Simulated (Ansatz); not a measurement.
# Be3N2 (R3m): phonons and vibrational spectra, part 3 of 3

Aim: the vibrations of Be3N2 (R3m), their spectra, and whether the structure is stable.

Ansatz 0.2.0; DFT PBEsol, scalar-relativistic, plane waves, PAW.

So far. Step 3 (Tight relaxation): The largest force component left is 0.82 meV/Å and the pressure is -0.002 GPa, within the tolerances set. The cell now holds 6.76 Å³/atom. Step 4 (Modes at Γ): Before it was imposed, the acoustic sum rule was missed by 3.4e-4 eV/Å² and the charge sum rule by 0.0024 e. Small misses are needed for a sound result but don't prove that mesh and cutoff are converged. The lowest optical mode is real, 355 cm⁻¹. The relaxed cell has a = 2.835, c = 14.557 Å (conventional setting).

**5. Phonons on a q mesh**

Stability and thermal properties need the whole zone. Linear response on a 3×3×3 q mesh gives force constants as far as a supercell of that size would, and the tensors from the zone-centre run are typed in so that the long-range dipole term is interpolated apart.

input.yaml

```yaml
crystal:
  lattice:
    - [1.4175458655, 0.818420487, 4.8523276414]
    - [-1.4175458655, 0.818420487, 4.8523276414]
    - [0.0, -1.6368409741, 4.8523276414]
  atoms:
    - { symbol: Be, position: [0.8589138257, 0.8589138257, 0.8589138257] }
    - { symbol: Be, position: [0.3176457751, 0.3176457751, 0.3176457751] }
    - { symbol: Be, position: [0.0888920371, 0.0888920371, 0.0888920371] }
    - { symbol: "N", position: [0.2041814104, 0.2041814104, 0.2041814104] }
    - { symbol: "N", position: [0.7084669516, 0.7084669516, 0.7084669516] }
kpoints:
  mp_grid: { grid: [9, 9, 9] }
hamiltonian:
  xc: pbesol
scf:
  occupations: { method: fixed }
output:
  eigenvalues: true
phonons:
  method: dfpt
  qmesh: [3, 3, 3]
  temperatures: { t_max: 1000, t_step: 50 }
  qpath:
    path:
      - [[0.0, 0.0, 0.0], [-0.5, -0.5, -0.5], [-0.5, -0.18563204, -0.81436796]]
      - [[-0.18563204, 0.18563204, -0.5], [0.0, 0.0, -0.5], [0.0, 0.0, 0.0], [0.0, 0.34281602, -0.34281602]]
      - [[-0.34281602, 0.0, -0.65718398], [-0.5, 0.0, -0.5], [0.0, 0.0, 0.0]]
    npoints: 10
  non_analytic_term:
    high_frequency_dielectric_tensor: [[4.6252, 0.0, 0.0], [0.0, 4.6252, 0.0], [0.0, 0.0, 5.1506]]
    born_effective_charges:
      - { species: Be, tensor: [[1.6565, 0.0, 0.0], [0.0, 1.6565, 0.0], [0.0, 0.0, 1.5802]] }
      - { species: Be, tensor: [[1.7051, 0.0, 0.0], [0.0, 1.7051, 0.0], [0.0, 0.0, 2.1707]] }
      - { species: Be, tensor: [[1.6722, 0.0, 0.0], [0.0, 1.6722, 0.0], [0.0, 0.0, 1.6193]] }
      - { species: "N", tensor: [[-2.1434, 0.0, 0.0], [0.0, -2.1434, 0.0], [0.0, 0.0, -2.9262]] }
      - { species: "N", tensor: [[-2.8904, 0.0, 0.0], [0.0, -2.8904, 0.0], [0.0, 0.0, -2.444]] }
    source: "zone-centre run at this cell"
```

Started as:

```bash
> ansatz run input.yaml --threads 4 --pin off --max-ram 7168MiB --backend cpu --events-out ev --progress --plain --runs-dir out
```

Numbers of over 12 decimals in the logs are rounded to 6 here.

The log of the run:

```text
Warning: phonons: the dynamical matrix that this run interpolates holds no multipole term above the dipole-dipole one, and a site of this crystal is no centre of inversion, so its interpolated transverse optical and acoustic branches and sound speeds can stay off near Gamma, and the density of states and the thermodynamics with them. What a run solves at a wave vector of phonons.qpoints, Gamma apart, where the deck admits one, is free of this, and under fd what a larger phonons.supercell samples
[...]
Crystal: 5 atoms, lattice volume = 33.777 Å³
Basis set: ecut = 420 eV, 671 PW (Γ), exchange–correlation on 72×72×72 points (8 copies of the dense FFT grid, shifted against one another)
Bands: 13, of which v1, the nominal top of the filled ones, is band 8 counted from 1 (7 counted from 0)
Symmetry: 6 space group operations
k-points: 85 of 729 (time reversal used)
[...]
SCF iter   1: F=—  HF=-1033.519188 eV  |F-HF|=—  |Δ(HF+E_count)|=         —  Δρ=9.05e-3  dr2=2.66e-2  ethr=1.77e-3  ⟨swp⟩=5.1  Hψ=6048  notcnv=0  defer=243
[...]
SCF iter   9: F=-1033.511180 eV  HF=-1033.511180 eV  |F-HF|=2.27e-13  |Δ(HF+E_count)|=  2.55e-11  Δρ=9.75e-8  dr2=2.01e-12  ethr=1.00e-12  ⟨swp⟩=10.1  Hψ=5909  notcnv=0
SCF 1 converged in 9 iterations: F = -1033.511180 eV  dr2 = 2.01e-12
[...]
DFPT response loops at q = (0, 0, 0) (fractional): preconditioner auto → none (the input reference at scf.mixing.eps_inf says where Resta's filter doesn't serve); β = 0.50; Broyden in place of MSR1
[...]
SCF converged after 9 iterations
Free energy (F): -1033.511180 eV
[...]
Internal energy: -1033.511180 eV  (E = F + TS)
E sigma→0 (E₀):  -1033.511180 eV
Fermi energy:    7.984461 eV
[...]
--- Band table (eV; the first three rows and the last of 85) ---
  k-point 0: bands = [... 4 lower, 6.7796, 7.5318, 7.9845, 7.9845, 13.9973, 15.7797, 16.2774, 16.2774, ... 1 higher]
  k-point 1: bands = [... 4 lower, 6.5048, 7.1556, 7.4564, 7.6635, 14.4702, 15.8099, 16.5010, 16.8533, ... 1 higher]
  k-point 2: bands = [... 4 lower, 5.5339, 5.9018, 6.9663, 7.0680, 14.8310, 15.3723, 17.4599, 18.1083, ... 1 higher]
  k-point 84: bands = [... 4 lower, 6.0872, 6.5607, 7.3039, 7.5437, 15.0560, 16.4095, 17.2409, 17.6451, ... 1 higher]
--- Phonons (Γ-DFPT): 10 representative perturbations + reference (Σ response iterations 30) ---
  ASR residual: 2.585e-4 → 0.000e0 eV/Å²; symmetrization residual: 2.234e-6 eV/Å²
  ASR residual per site (eV/Å²): 1.30e-5 2.59e-4 2.37e-4 1.45e-4 7.32e-5
[...]
--- Phonons (arbitrary-q DFPT): 6 irreducible q on the 3×3×3 mesh ---
  q = [0.0000, 0.0000, 0.0000] (star 1, of the zone-centre solve; hermiticity 1.65e-7, symmetrization 4.44e-12): -0.00 -0.00 0.00 354.75 354.75 401.65 471.33 471.33 595.53 595.53 705.13 840.65 927.94 938.17 938.17
  q = [0.0000, 0.0000, 0.3333] (star 6, 15 solved perturbations on 405 of 729 k-point pairs; hermiticity 2.49e-8, symmetrization 3.56e-15): 271.70 277.69 376.85 462.58 478.38 499.75 557.17 593.85 629.85 695.85 736.62 788.34 907.02 910.53 1036.00
  q = [0.0000, 0.3333, 0.3333] (star 6, 10 solved perturbations in 5670 linear systems a pass and spin channel, the states on 729 of 729 k-point pairs; hermiticity 5.87e-7, symmetrization 4.56e-11): 290.72 300.33 344.20 417.55 465.23 515.02 585.08 594.37 612.27 673.64 720.04 816.43 910.94 934.15 1023.46
[...]
sum rule: each row above includes the acoustic sum rule's correction from the zone centre's row sums; it moved no ω² by more than (2.79 cm⁻¹)²
  mesh force constants: q→R imaginary residual 0.00e0; ASR residual 2.585e-4 → 0.000e0 eV/Å²; symmetrization residual 1.066e-14 eV/Å²
  interpolated dispersion: 74 rows × 15 modes
  density of states and harmonic sums: on the 27×27×27 q-mesh, interpolated from the force constants of a 3×3×3 supercell (with the dipole–dipole term of supplied tensors)
  largest difference from the sums on the solved wave vectors: F 1.35e-2 eV, S 2.34e-5 and C_V 9.29e-6 eV/K
  zero-point energy: 0.570300 eV/cell   skipped modes (ω ≤ 0): 3   left out of the sums: 1.02e-5 of the cell's modes: C_V's classical limit lies that fraction below 3 k_B per atom; for a crystal, a wire or a layer, F and S can be off by more, and a phonons.interpolated_qmesh denser along its periods is the remedy for the sampling
```

The job ended after 5.4 min (4 threads of Arm Neoverse V2, shared host; peak memory 1.1 GiB; 21 min of CPU time).

Numbers from this step:

- sum-rule residual before enforcement: 2.59e-4 eV/Å²
- lowest frequency on the path: 0 cm⁻¹
- highest frequency on the path or at a solved wavevector: 1114 cm⁻¹
- mean frequency: 613.3 cm⁻¹
- Debye temperature (second moment): 1215 K
- logarithmic mean frequency: 566.4 cm⁻¹
- lowest mode on the q mesh (acoustic modes at Γ apart): 160.2 cm⁻¹
- zero-point energy per atom: 114.1 meV
- heat capacity at 300 K: 13.13 J/(mol atoms K)
- vibrational entropy at 300 K: 7.704 J/(mol atoms K)

Frequencies (cm⁻¹) solved at each irreducible wavevector; negative means imaginary. Frequencies by wavevector, by row:

| q in reciprocal lattice units | star | mode 1 | mode 2 | mode 3 | mode 4 | mode 13 | mode 14 | mode 15 |
| --- | --- | --- | --- | --- | --- | --- | --- | --- |
| 0 0 0 | 1 | 0 | 0 | 0 | 354.8 | 927.9 | 938.2 | 938.2 |
| 0 0 0.3333 | 6 | 271.7 | 277.7 | 376.9 | 462.6 | 907 | 910.5 | 1036 |
| 0 0.3333 0.3333 | 6 | 290.7 | 300.3 | 344.2 | 417.6 | 910.9 | 934.1 | 1024 |
| 0 0.3333 -0.3333 | 6 | 271.5 | 387.6 | 439.8 | 471.7 | 853.4 | 918.5 | 924.9 |
| 0.3333 0.3333 0.3333 | 2 | 160.2 | 160.2 | 277.4 | 310.5 | 937.8 | 937.8 | 1107 |
| 0.3333 0.3333 -0.3333 | 6 | 229.3 | 320 | 404.9 | 413.5 | 910.5 | 971.2 | 1032 |

Interpolated from a 3×3×3 q mesh, rough between the solved points, with the LO-TO term (at Γ the limit along the path; where Γ stands inside the path, tables give the limit on arrival). The phonon branches at the labelled points (cm⁻¹):

| point | branch 1 | branch 2 | branch 3 | branch 4 | branch 12 | branch 13 | branch 14 | branch 15 |
| --- | --- | --- | --- | --- | --- | --- | --- | --- |
| Γ | 0 | 0 | 0 | 355 | 924 | 938 | 938 | 1079 |
| halfway | 125 | 125 | 213 | 328 | 903 | 938 | 938 | 1099 |
| T | 201 | 201 | 284 | 284 | 889 | 938 | 938 | 1114 |
| halfway | 213 | 341 | 366 | 397 | 737 | 924 | 1011 | 1030 |
| H2 | 264 | 395 | 446 | 453 | 807 | 862 | 921 | 926 |
| jump to H0 | 264 | 395 | 446 | 453 | 807 | 862 | 921 | 926 |
| halfway | 273 | 369 | 423 | 462 | 802 | 889 | 913 | 939 |
| L | 264 | 308 | 460 | 487 | 812 | 895 | 916 | 968 |
| halfway | 224 | 249 | 343 | 419 | 801 | 910 | 922 | 1067 |
| Γ | 0 | 0 | 0 | 355 | 845 | 928 | 938 | 1102 |
| halfway | 280 | 293 | 342 | 398 | 835 | 869 | 924 | 1041 |
| S0 | 271 | 384 | 441 | 473 | 813 | 854 | 919 | 926 |
| jump to S2 | 271 | 384 | 441 | 473 | 813 | 854 | 919 | 926 |
| halfway | 286 | 354 | 423 | 455 | 849 | 864 | 910 | 955 |
| F | 301 | 367 | 370 | 417 | 854 | 888 | 899 | 976 |
| halfway | 237 | 243 | 353 | 403 | 795 | 922 | 942 | 1056 |
| Γ | 0 | 0 | 0 | 355 | 855 | 928 | 938 | 1101 |

Tetrahedra on a 27×27×27 mesh, mean over bins of 10 cm-1. Interpolated from a 3×3×3 q mesh, rough between the solved points. Table of phonon density of states by wavenumber; read off at these points:

wavenumber (cm⁻¹), phonon density of states (1/cm⁻¹/cell) and a bar:
```
        5     0.0000 
       35     0.0001 
       65     0.0003 
       95     0.0006 
      125     0.0010 #
      155     0.0017 #
      185     0.0028 ##
      215     0.0096 ######
      245     0.0101 #######
      275     0.0176 ############
      305     0.0096 ######
      335     0.0116 ########
      365     0.0220 ###############
      395     0.0171 ###########
      425     0.0184 ############
      455     0.0192 #############
      485     0.0292 ####################
      515     0.0221 ###############
      545     0.0227 ###############
      565     0.0273 ##################
      575     0.0249 #################
      605     0.0371 #########################
      635     0.0198 #############
      665     0.0249 #################
      695     0.0260 #################
      725     0.0328 ######################
      755     0.0115 ########
      785     0.0088 ######
      815     0.0122 ########
      845     0.0049 ###
      875     0.0071 #####
      905     0.0297 ####################
      915     0.0447 ##############################
      935     0.0219 ###############
      965     0.0114 ########
      995     0.0096 ######
     1025     0.0086 ######
     1055     0.0056 ####
     1085     0.0049 ###
     1115     0.0001
```

The partial phonon density of states has structure finer than the step of the table below, so its rows give means over 50 cm⁻¹, whole bins alone (the curve runs from -10 to 1157 cm⁻¹). Peaks (cm⁻¹: height): Be 276.3: 0.0112, 379.1: 0.0138, 481.9: 0.0182, 599.4: 0.0208, 724.2: 0.0144, 915.1: 0.0248; N 371.8: 0.00931, 570.0: 0.0130, 694.8: 0.0121, 731.6: 0.0129, 915.1: 0.0137.

Phonopy on the run's constants, 21x21x21 mesh, Gaussian sigma 8.3 cm-1. Interpolated from a 3×3×3 q mesh, rough between the solved points. The partial phonon density of states by wavenumber; means over each step; values in 1/cm⁻¹/cell:

| wavenumber (cm⁻¹) | Be | N |
| --- | --- | --- |
| 50 | 8.0e-5 | 8.0e-5 |
| 100 | 3.4e-4 | 3.3e-4 |
| 150 | 8.7e-4 | 8.1e-4 |
| 200 | 0.00347 | 0.00199 |
| 250 | 0.00867 | 0.00355 |
| 300 | 0.00783 | 0.00418 |
| 350 | 0.0106 | 0.00721 |
| 400 | 0.0114 | 0.00713 |
| 450 | 0.0138 | 0.00720 |
| 500 | 0.0145 | 0.0105 |
| 550 | 0.0110 | 0.0119 |
| 600 | 0.0156 | 0.0109 |
| 650 | 0.0118 | 0.00894 |
| 700 | 0.0117 | 0.0110 |
| 750 | 0.00970 | 0.00815 |
| 800 | 0.00559 | 0.00481 |
| 850 | 0.00398 | 0.00321 |
| 900 | 0.0153 | 0.00798 |
| 950 | 0.0116 | 0.00440 |
| 1000 | 0.00705 | 0.00257 |
| 1050 | 0.00401 | 0.00222 |
| 1100 | 0.00124 | 9.3e-4 |

Harmonic thermodynamic functions per atom, from the density of states. Interpolated from a 3×3×3 q mesh, rough between the solved points. Thermodynamic functions, by row:

| T (K) | F_vib (meV/atom) | S (J/mol-atom/K) | C_V (J/mol-atom/K) |
| --- | --- | --- | --- |
| 0 | 114.1 | 0 | 0 |
| 50 | 114 | 0.049 | 0.179 |
| 100 | 113.9 | 0.549 | 1.722 |
| 200 | 112 | 3.494 | 7.708 |
| 300 | 106.3 | 7.704 | 13.13 |
| 400 | 96.02 | 12.02 | 16.78 |
| 500 | 81.45 | 16.03 | 19.1 |
| 600 | 62.92 | 19.66 | 20.61 |
| 700 | 40.83 | 22.92 | 21.63 |
| 800 | 15.53 | 25.85 | 22.33 |
| 900 | -12.67 | 28.52 | 22.84 |
| 1000 | -43.5 | 30.94 | 23.21 |

Harmonic mean-square displacement, third of the trace. Interpolated from a 3×3×3 q mesh, rough between the solved points. Mean square displacements, by row:

| T (K) | Be1 U_eq (Å²) | Be2 U_eq (Å²) | Be3 U_eq (Å²) | N4 U_eq (Å²) | N5 U_eq (Å²) |
| --- | --- | --- | --- | --- | --- |
| 0 | 0.00361 | 0.00388 | 0.00351 | 0.00215 | 0.00251 |
| 100 | 0.00375 | 0.004 | 0.00362 | 0.00224 | 0.00261 |
| 300 | 0.00533 | 0.00546 | 0.00482 | 0.00305 | 0.0036 |
| 600 | 0.00882 | 0.00897 | 0.00774 | 0.0049 | 0.00593 |

Symmetry leaves 6 wavevectors to solve. The lowest mode among them, the acoustic zeros apart, lies at q = (0.333, 0.333, 0.333) and is real, 160 cm⁻¹.

**6. Another isotope**

An isotope changes the mass and not the force constants, so no new electronic calculation is needed; the shifts show which modes move this element.

The same force constants with the mass of N changed from 14.007 to 15.000 u (phonopy, no LO-TO term). Both lists are sorted by frequency; levels can cross, so a row need not hold one and the same mode. Modes under 3 cm⁻¹ are left out. Isotope shifts, by row, the first 40 of 57 rows:

| q | rank | natural mass (cm⁻¹) | changed mass (cm⁻¹) |
| --- | --- | --- | --- |
| 0 0 0 | 4 | 354.8 | 347.5 |
| 0 0 0 | 5 | 354.8 | 347.5 |
| 0 0 0 | 6 | 401.6 | 396.3 |
| 0 0 0 | 7 | 471.3 | 466.8 |
| 0 0 0 | 8 | 471.3 | 466.8 |
| 0 0 0 | 9 | 595.5 | 590.9 |
| 0 0 0 | 10 | 595.5 | 590.9 |
| 0 0 0 | 11 | 705.1 | 697.6 |
| 0 0 0 | 12 | 840.6 | 818.8 |
| 0 0 0 | 13 | 927.9 | 926.3 |
| 0 0 0 | 14 | 938.2 | 926.3 |
| 0 0 0 | 15 | 938.2 | 927.6 |
| 0 0 0.3333 | 1 | 271.7 | 268.5 |
| 0 0 0.3333 | 2 | 277.7 | 275.2 |
| 0 0 0.3333 | 3 | 376.9 | 370 |
| 0 0 0.3333 | 4 | 462.6 | 455.7 |
| 0 0 0.3333 | 5 | 478.4 | 473.5 |
| 0 0 0.3333 | 6 | 499.8 | 488.9 |
| 0 0 0.3333 | 7 | 557.2 | 548.6 |
| 0 0 0.3333 | 8 | 593.9 | 589.5 |
| 0 0 0.3333 | 9 | 629.9 | 622.2 |
| 0 0 0.3333 | 10 | 695.8 | 679.8 |
| 0 0 0.3333 | 11 | 736.6 | 728.6 |
| 0 0 0.3333 | 12 | 788.3 | 774.1 |
| 0 0 0.3333 | 13 | 907 | 898.8 |
| 0 0 0.3333 | 14 | 910.5 | 899.2 |
| 0 0 0.3333 | 15 | 1036 | 1025 |
| 0 0.3333 0.3333 | 1 | 290.7 | 286.3 |
| 0 0.3333 0.3333 | 2 | 300.3 | 295.3 |
| 0 0.3333 0.3333 | 3 | 344.2 | 339.9 |
| 0 0.3333 0.3333 | 4 | 417.6 | 414.7 |
| 0 0.3333 0.3333 | 5 | 465.2 | 462.1 |
| 0 0.3333 0.3333 | 6 | 515 | 502.3 |
| 0 0.3333 0.3333 | 7 | 585.1 | 575.8 |
| 0 0.3333 0.3333 | 8 | 594.4 | 590 |
| 0 0.3333 0.3333 | 9 | 612.3 | 600.2 |
| 0 0.3333 0.3333 | 10 | 673.6 | 658.8 |
| 0 0.3333 0.3333 | 11 | 720 | 710.4 |
| 0 0.3333 0.3333 | 12 | 816.4 | 807.9 |
| 0 0.3333 0.3333 | 13 | 911 | 899.7 |

A mode of this element alone would shift by -3.37 %. The highest zone-centre frequency without the field goes from 938.2 to 927.6 cm⁻¹ (-1.1 %). The product of the frequency ratios over all optical modes at Γ is 0.859; the product rule, (m/m′)^(3k/2) (M′/M)^(3/2) with k = 2 such atoms and M the mass of the cell, gives 0.859.

**7. Summary of results**

```
space group after relaxation (within 0.01 Å)            : R3m
volume per atom                                         : 6.76 Å³
gap on the k-mesh                                       : 2.85 eV
highest optical mode at the zone centre (no LO-TO term) : 938 cm⁻¹
top of the zone-centre spectrum with the field          : 1103 cm⁻¹
lowest optical zone-centre mode                         : 355 cm⁻¹
mean high-frequency dielectric constant                 : 4.80
mean static dielectric constant                         : 13.1
largest Born charge (third of the trace)                : -2.74 e
lowest mode on the q mesh (acoustic modes at Γ apart)   : 160 cm⁻¹
highest frequency on the path or at a solved wavevector : 1114 cm⁻¹
zero-point energy per atom                              : 114 meV
heat capacity at 300 K                                  : 13.1 J/(mol atoms K)
vibrational entropy at 300 K                            : 7.70 J/(mol atoms K)
Debye temperature (second moment)                       : 1215 K
imaginary modes on the 3×3×3 q mesh                     : none
```

What this shows: The structure is a minimum as far as tested: no mode is imaginary at the 6 irreducible wavevectors of the 3×3×3 mesh, and the softest away from the acoustic zeros lies at 160 cm⁻¹. Without the field, the optical modes at Γ span 355 to 938 cm⁻¹. With the macroscopic field of the longitudinal modes the top of the zone-centre spectrum lies at 1103 cm⁻¹, against 938 cm⁻¹ without it. Lattice motion raises the mean dielectric constant from 4.800 to 13.14. The strongest infrared line is at 596 cm⁻¹. Averaged over orientations, the strongest Raman line at 532 nm and 300 K is at 402 cm⁻¹, among the modes without the field; their longitudinal partners can be Raman active too. The q mesh stands for a supercell only 8.5 Å across, so branches between the solved wavevectors are rough. The program warns that the interpolation holds no quadrupole term, so branches close to Γ can be off in this crystal. These are harmonic frequencies at zero temperature: anharmonic shifts, linewidths and thermal expansion are left out.

[Logs are printed without paths, hosts, clocks, repeated set-up lines and the standing remarks that a program may print on its own settings, such as how far it seeks lower states.]

[Hosts, paths, dates, database ids (printed as entryN), source tags and the programs' standing remarks are cut or masked in the printed files.]
